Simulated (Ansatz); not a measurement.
# CaH2S2 (built on the sites of a database entry of CaH2O2): phonons and vibrational spectra, part 2 of 2

How does CaH2S2 (built on the sites of a database entry of CaH2O2) vibrate, and is this structure a minimum?

Ansatz 0.2.0; DFT PBEsol, scalar-relativistic, plane waves, PAW.

So far. Step 4 (Tight relaxation): The largest force component left is 0.17 meV/Å and the pressure is 0.001 GPa, within the tolerances set. The cell now holds 18.73 Å³/atom. Step 5 (Modes at Γ): Before it was imposed, the acoustic sum rule was missed by 1.2e-4 eV/Å² and the charge sum rule by 5.2e-4 e. Small misses are needed for a sound result but don't prove that mesh and cutoff are converged. The lowest optical mode is real, 154 cm⁻¹. The relaxed cell has a = 4.324, c = 5.785 Å (conventional setting).

The structure was built from a prototype and need not be the compound's stable phase.

**6. Phonons on a q mesh**

Stability and thermal properties need the whole zone. Linear response on a 3×3×2 q mesh gives force constants as far as a supercell of that size would, and the tensors from the zone-centre run are typed in so that the long-range dipole term is interpolated apart.

input.yaml

```yaml
crystal:
  lattice:
    - [4.3236979803, 0.0, 0.0]
    - [-2.1618489902, 3.7444322892, 0.0]
    - [0.0, 0.0, 5.7849619197]
  atoms:
    - { symbol: Ca, position: [0.0, 0.0, 0.0] }
    - { symbol: H, position: [0.3333333333, 0.6666666667, 0.5379721974] }
    - { symbol: H, position: [0.6666666667, 0.3333333333, 0.4620278026] }
    - { symbol: S, position: [0.3333333333, 0.6666666667, 0.7727854978] }
    - { symbol: S, position: [0.6666666667, 0.3333333333, 0.2272145022] }
kpoints:
  mp_grid: { grid: [6, 6, 4] }
hamiltonian:
  xc: pbesol
scf:
  occupations: { method: fixed }
output:
  eigenvalues: true
phonons:
  method: dfpt
  qmesh: [3, 3, 2]
  temperatures: { t_max: 1000, t_step: 50 }
  qpath:
    path:
      - [[0.0, 0.0, 0.0], [0.5, 0.0, 0.0], [0.33333333, 0.33333333, 0.0], [0.0, 0.0, 0.0], [0.0, 0.0, 0.5], [0.5, 0.0, 0.5], [0.33333333, 0.33333333, 0.5], [0.0, 0.0, 0.5]]
      - [[0.5, 0.0, 0.5], [0.5, 0.0, 0.0]]
      - [[0.33333333, 0.33333333, 0.5], [0.33333333, 0.33333333, 0.0]]
    npoints: 10
  non_analytic_term:
    high_frequency_dielectric_tensor: [[3.7917, 0.0, 0.0], [0.0, 3.7917, 0.0], [0.0, 0.0, 3.4933]]
    born_effective_charges:
      - { species: Ca, tensor: [[2.446, 0.0, 0.0], [0.0, 2.446, 0.0], [0.0, 0.0, 1.761]] }
      - { species: H, tensor: [[0.1171, 0.0, 0.0], [0.0, 0.1171, 0.0], [0.0, 0.0, 0.2646]] }
      - { species: H, tensor: [[0.1171, 0.0, 0.0], [0.0, 0.1171, 0.0], [0.0, 0.0, 0.2646]] }
      - { species: S, tensor: [[-1.3401, 0.0, 0.0], [0.0, -1.3401, 0.0], [0.0, 0.0, -1.1451]] }
      - { species: S, tensor: [[-1.3401, 0.0, 0.0], [0.0, -1.3401, 0.0], [0.0, 0.0, -1.1451]] }
    source: "zone-centre run at this cell"
```

The run is started by

```sh
ansatz run input.yaml --threads 8 --pin off --max-ram 14336MiB --backend cpu --events-out ev --progress --plain --runs-dir out
```

The job ended after 38 s (8 threads of Intel Xeon Platinum 8375C at 2.90GHz (Ice Lake), shared host; peak memory 0.77 GiB; 4.4 min of CPU time).

This step gave:

* sum-rule residual before enforcement: 6.20e-5 eV/Å²
* lowest frequency on the path: 0 cm⁻¹
* highest frequency on the path or at a solved wavevector: 2568 cm⁻¹
* mean frequency: 535.7 cm⁻¹
* Debye temperature (second moment): 1792 K
* logarithmic mean frequency: 261.3 cm⁻¹
* lowest mode on the q mesh (acoustic modes at Γ apart): 26.09 cm⁻¹
* zero-point energy per atom: 99.63 meV
* heat capacity at 300 K: 19.23 J/(mol atoms K)
* vibrational entropy at 300 K: 25.61 J/(mol atoms K)
* edges of the widest gap between branches, on path and mesh: 519.4, 2556 cm⁻¹

Frequencies (cm⁻¹) solved at each irreducible wavevector; negative means imaginary. Frequencies by wavevector, by row:

```
q in reciprocal lattice units  star  mode 1  mode 2  mode 3  mode 4  mode 13  mode 14  mode 15
                        0 0 0     1       0       0       0   153.5    464.6     2557     2563
                     0 0 -0.5     1    34.8    34.8    62.7   148.4    394.7     2560     2565
                   0 0.3333 0     6    48.3    52.2     115   149.9    481.4     2557     2559
                0 0.3333 -0.5     6    34.9    56.3   112.2   156.7    452.6     2558     2558
              0.3333 0.3333 0     2    26.1   115.9   115.9   152.5    519.4     2557     2557
           0.3333 0.3333 -0.5     2    71.2   112.9   112.9   155.6    436.5     2557     2557
```

Interpolated from a 3×3×2 q mesh, with the LO-TO term (at Γ the limit along the path; where Γ stands inside the path, tables give the limit on arrival). The phonon branches at the labelled points (cm⁻¹):

```
    point  branch 1  branch 2  branch 3  branch 4  branch 12  branch 13  branch 14  branch 15
        Γ         0         0         0       154        465        465       2557       2563
  halfway        38        42        93       151        456        476       2557       2560
        M        57        61       132       144        455        487       2556       2558
  halfway        46        86       126       144        424        508       2556       2558
        K        26       116       116       152        382        519       2557       2557
  halfway        42        62        97       155        444        487       2557       2560
        Γ         0         0         0       154        465        465       2557       2563
  halfway        25        25        43       151        441        441       2558       2567
        A        35        35        63       148        395        395       2560       2565
  halfway        31        56        93       154        409        433       2559       2560
        L        42        59       128       157        417        470       2557       2557
  halfway        65        78       123       154        422        458       2557       2557
        H        71       113       113       156        426        436       2557       2557
  halfway        55        60        91       156        428        429       2559       2559
        A        35        35        63       148        395        395       2560       2565
jump to L        42        59       128       157        417        470       2557       2557
  halfway        47        61       131       151        460        466       2556       2558
        M        57        61       132       144        455        487       2556       2558
jump to H        71       113       113       156        426        436       2557       2557
  halfway        59       114       114       155        405        488       2557       2557
        K        26       116       116       152        382        519       2557       2557
```

The phonon density of states has structure finer than the step of the table below, so its rows give means over 50 cm⁻¹, whole bins alone (the curve runs from 10 to 2570 cm⁻¹). Peaks (cm⁻¹: height): 50.0: 0.0533, 150.0: 0.0752, 190.0: 0.0764, 230.0: 0.0541, 450.0: 0.0315, 2550.0: 0.0874.

Tetrahedra on a 18×18×12 mesh, mean over bins of 20 cm-1. Interpolated from a 3×3×2 q mesh. The phonon density of states by wavenumber; means over each step:

wavenumber (cm⁻¹), phonon density of states (1/cm⁻¹/cell) and a bar:
```
       50     0.0328 ###################
      100     0.0193 ###########
      150     0.0458 ##########################
      200     0.0522 ##############################
      250     0.0376 ######################
      300     0.0110 ######
      350     0.0112 ######
      400     0.0138 ########
      450     0.0255 ###############
      500     0.0077 ####
      550     0.0002 
      600     0.0000
```

The partial phonon density of states has structure finer than the step of the table below, so its rows give means over 100 cm⁻¹, whole bins alone (the curve runs from -10 to 2655 cm⁻¹). Peaks (cm⁻¹: height): Ca 57.0: 0.0152, 224.6: 0.0216; H 442.5: 0.0250, 2554.1: 0.0396; S 57.0: 0.0182, 157.6: 0.0466.

Phonopy on the run's constants, 15x15x11 mesh, Gaussian sigma 19.0 cm-1. Interpolated from a 3×3×2 q mesh. Table of partial phonon density of states by wavenumber; means over each step; values in 1/cm⁻¹/cell:

```
wavenumber (cm⁻¹)       Ca        H        S
              100  0.00800  0.00107   0.0195
              200   0.0129  0.00566   0.0310
              300  0.00464  0.00869  0.00303
              400   3.5e-4   0.0151   6.1e-4
              500   1.2e-4  0.00975   2.4e-4
              600        0   2.6e-5   4.9e-7
              700        0        0        0
              800        0        0        0
              900        0        0        0
             1000        0        0        0
             1100        0        0        0
             1200        0        0        0
             1300        0        0        0
             1400        0        0        0
             1500        0        0        0
             1600        0        0        0
             1700        0        0        0
             1800        0        0        0
             1900        0        0        0
             2000        0        0        0
             2100        0        0        0
             2200        0        0        0
             2300        0        0        0
             2400        0        0        0
             2500        0  0.00690   2.1e-4
             2600        0   0.0125   3.9e-4
```

Harmonic thermodynamic functions per atom, from the density of states. Interpolated from a 3×3×2 q mesh. Thermodynamic functions, by row:

```
T (K)  F_vib (meV/atom)  S (J/mol-atom/K)  C_V (J/mol-atom/K)
    0             99.63                 0                   0
   50             99.08             3.042               4.915
  100             96.13             8.419               10.96
  200              82.1             18.23                  17
  300              59.2             25.61               19.23
  400              29.6             31.29               20.21
  500             -5.28             35.87               20.79
  600             -44.5              39.7               21.22
  700            -87.39                43               21.61
  800            -133.5             45.91               21.96
  900            -182.4             48.51               22.28
 1000              -234             50.88               22.57
```

Harmonic mean-square displacement, third of the trace. Interpolated from a 3×3×2 q mesh. Mean square displacements, by row:

```
T (K)  Ca1 U_eq (Å²)  H2 U_eq (Å²)  H3 U_eq (Å²)  S4 U_eq (Å²)  S5 U_eq (Å²)
    0        0.00403       0.03908       0.03908       0.00452       0.00452
  100        0.01031       0.04947       0.04947       0.01016       0.01016
  300        0.02854       0.09389       0.09389       0.02747       0.02747
  600        0.05659        0.1729        0.1729       0.05432       0.05432
```

Symmetry leaves 6 wavevectors to solve. The lowest mode among them, the acoustic zeros apart, lies at q = (0.333, 0.333, 0) and is real, 26.1 cm⁻¹.

**7. Isotope substitution, element Ca, natural mass 40.078 amu**

An isotope changes the mass and not the force constants, so no new electronic calculation is needed; the shifts show which modes move this element.

The same force constants with the mass of Ca changed from 40.078 to 47.953 u (phonopy, no LO-TO term). Both lists are sorted by frequency; levels can cross, so a row need not hold one and the same mode. Modes under 3 cm⁻¹ are left out. Isotope shifts, by row, the first 40 of 57 rows:

```
         q  rank  natural mass (cm⁻¹)  changed mass (cm⁻¹)
     0 0 0     4                153.5                153.5
     0 0 0     5                153.5                153.5
     0 0 0     6                202.6                199.2
     0 0 0     7                205.8                199.2
     0 0 0     8                205.8                202.6
     0 0 0     9                226.5                214.6
     0 0 0    10                250.2                  245
     0 0 0    11                250.2                  245
     0 0 0    12                464.6                464.6
     0 0 0    13                464.6                464.6
     0 0 0    14                 2557                 2557
     0 0 0    15                 2563                 2563
  0 0 -0.5     1                34.81                33.52
  0 0 -0.5     2                34.81                33.52
  0 0 -0.5     3                62.72                60.41
  0 0 -0.5     4                148.4                148.4
  0 0 -0.5     5                148.4                148.4
  0 0 -0.5     6                194.4                194.4
  0 0 -0.5     7                225.1                  214
  0 0 -0.5     8                225.1                  214
  0 0 -0.5     9                265.2                251.7
  0 0 -0.5    10                345.1                345.1
  0 0 -0.5    11                345.1                345.1
  0 0 -0.5    12                394.7                394.3
  0 0 -0.5    13                394.7                394.3
  0 0 -0.5    14                 2560                 2560
  0 0 -0.5    15                 2565                 2565
0 0.3333 0     1                48.34                46.57
0 0.3333 0     2                52.22                50.12
0 0.3333 0     3                  115                111.9
0 0.3333 0     4                149.9                149.8
0 0.3333 0     5                  159                158.2
0 0.3333 0     6                184.4                183.4
0 0.3333 0     7                197.4                189.8
0 0.3333 0     8                205.9                202.4
0 0.3333 0     9                233.6                225.7
0 0.3333 0    10                259.9                245.5
0 0.3333 0    11                316.4                  315
0 0.3333 0    12                454.1                  454
0 0.3333 0    13                481.4                481.2
```

A mode of this element alone would shift by -8.58 %. The highest zone-centre frequency without the field goes from 2562.7 to 2562.7 cm⁻¹ (+0.0 %). The product of the frequency ratios over all optical modes at Γ is 0.851; the product rule, (m/m′)^(3k/2) (M′/M)^(3/2) with k = 1 such atoms and M the mass of the cell, gives 0.851.

**8. Isotope substitution, element H, natural mass 1.008 amu**

The same for H, from 1.01 to 2.01 u.

A mode of this element alone would shift by -29.26 %. The highest zone-centre frequency without the field goes from 2562.7 to 1839.5 cm⁻¹ (-28.2 %). The product of the frequency ratios over all optical modes at Γ is 0.129; the product rule, (m/m′)^(3k/2) (M′/M)^(3/2) with k = 2 such atoms and M the mass of the cell, gives 0.129.

**9. Another isotope, element S, natural mass 32.06 amu**

The same for S, from 32.06 to 33.97 u.

The same force constants with the mass of S changed from 32.060 to 33.968 u (phonopy, no LO-TO term). Both lists are sorted by frequency; levels can cross, so a row need not hold one and the same mode. Modes under 3 cm⁻¹ are left out. Isotope shifts, by row, the first 40 of 57 rows:

```
         q  rank  natural mass (cm⁻¹)  changed mass (cm⁻¹)
     0 0 0     4                153.5                149.2
     0 0 0     5                153.5                149.2
     0 0 0     6                202.6                  197
     0 0 0     7                205.8                205.2
     0 0 0     8                205.8                205.2
     0 0 0     9                226.5                224.2
     0 0 0    10                250.2                248.2
     0 0 0    11                250.2                248.2
     0 0 0    12                464.6                464.5
     0 0 0    13                464.6                464.5
     0 0 0    14                 2557                 2555
     0 0 0    15                 2563                 2561
  0 0 -0.5     1                34.81                34.21
  0 0 -0.5     2                34.81                34.21
  0 0 -0.5     3                62.72                61.65
  0 0 -0.5     4                148.4                144.2
  0 0 -0.5     5                148.4                144.2
  0 0 -0.5     6                194.4                  189
  0 0 -0.5     7                225.1                222.8
  0 0 -0.5     8                225.1                222.8
  0 0 -0.5     9                265.2                262.3
  0 0 -0.5    10                345.1                  345
  0 0 -0.5    11                345.1                  345
  0 0 -0.5    12                394.7                394.2
  0 0 -0.5    13                394.7                394.2
  0 0 -0.5    14                 2560                 2558
  0 0 -0.5    15                 2565                 2563
0 0.3333 0     1                48.34                47.51
0 0.3333 0     2                52.22                51.43
0 0.3333 0     3                  115                112.7
0 0.3333 0     4                149.9                146.2
0 0.3333 0     5                  159                154.9
0 0.3333 0     6                184.4                179.5
0 0.3333 0     7                197.4                194.7
0 0.3333 0     8                205.9                204.9
0 0.3333 0     9                233.6                231.2
0 0.3333 0    10                259.9                258.4
0 0.3333 0    11                316.4                314.6
0 0.3333 0    12                454.1                453.7
0 0.3333 0    13                481.4                481.2
```

A mode of this element alone would shift by -2.85 %. The highest zone-centre frequency without the field goes from 2562.7 to 2560.6 cm⁻¹ (-0.1 %). The product of the frequency ratios over all optical modes at Γ is 0.887; the product rule, (m/m′)^(3k/2) (M′/M)^(3/2) with k = 2 such atoms and M the mass of the cell, gives 0.886.

**10. What came out**

- space group after relaxation (within 0.01 Å): P-3m1
- volume per atom: 18.7 Å³
- gap on the k-mesh: 3.22 eV
- highest optical mode at the zone centre (no LO-TO term): 2563 cm⁻¹
- top of the zone-centre spectrum with the field: 2568 cm⁻¹
- lowest optical zone-centre mode: 154 cm⁻¹
- mean high-frequency dielectric constant: 3.69
- mean static dielectric constant: 5.86
- largest Born charge (third of the trace): 2.22 e
- lowest mode on the q mesh (acoustic modes at Γ apart): 26.1 cm⁻¹
- highest frequency on the path or at a solved wavevector: 2568 cm⁻¹
- zero-point energy per atom: 99.6 meV
- heat capacity at 300 K: 19.2 J/(mol atoms K)
- vibrational entropy at 300 K: 25.6 J/(mol atoms K)
- Debye temperature (second moment): 1792 K
- imaginary modes on the 3×3×2 q mesh: none

In words: The structure is a minimum as far as tested: no mode is imaginary at the 6 irreducible wavevectors of the 3×3×2 mesh, and the softest away from the acoustic zeros lies at 26 cm⁻¹. Without the field, the optical modes at Γ span 154 to 2563 cm⁻¹. The highest mode in this list at Γ, 2562.7 cm⁻¹, is mostly motion of H (97 % of the kinetic energy). With the macroscopic field of the longitudinal modes the top of the zone-centre spectrum lies at 2568 cm⁻¹, against 2563 cm⁻¹ without it. Lattice motion raises the mean dielectric constant from 3.692 to 5.857. The strongest infrared line is at 250 cm⁻¹. Averaged over orientations, the strongest Raman line at 532 nm and 300 K is at 2557 cm⁻¹. On the path and the mesh, the widest gap between branches runs from 519 to 2556 cm⁻¹. The program warns that the interpolation holds no quadrupole term, so branches close to Γ can be off in this crystal. The starting cell was built on a prototype and not taken from a measurement, so the phase need not exist. These are harmonic frequencies at zero temperature: anharmonic shifts, linewidths and thermal expansion are left out.

[Logs are printed without paths, hosts, clocks, repeated set-up lines and the standing remarks that a program may print on its own settings, such as how far it seeks lower states.]

[Hosts, paths, dates, database ids (printed as entryN), source tags and the programs' standing remarks are cut or masked in the printed files.]
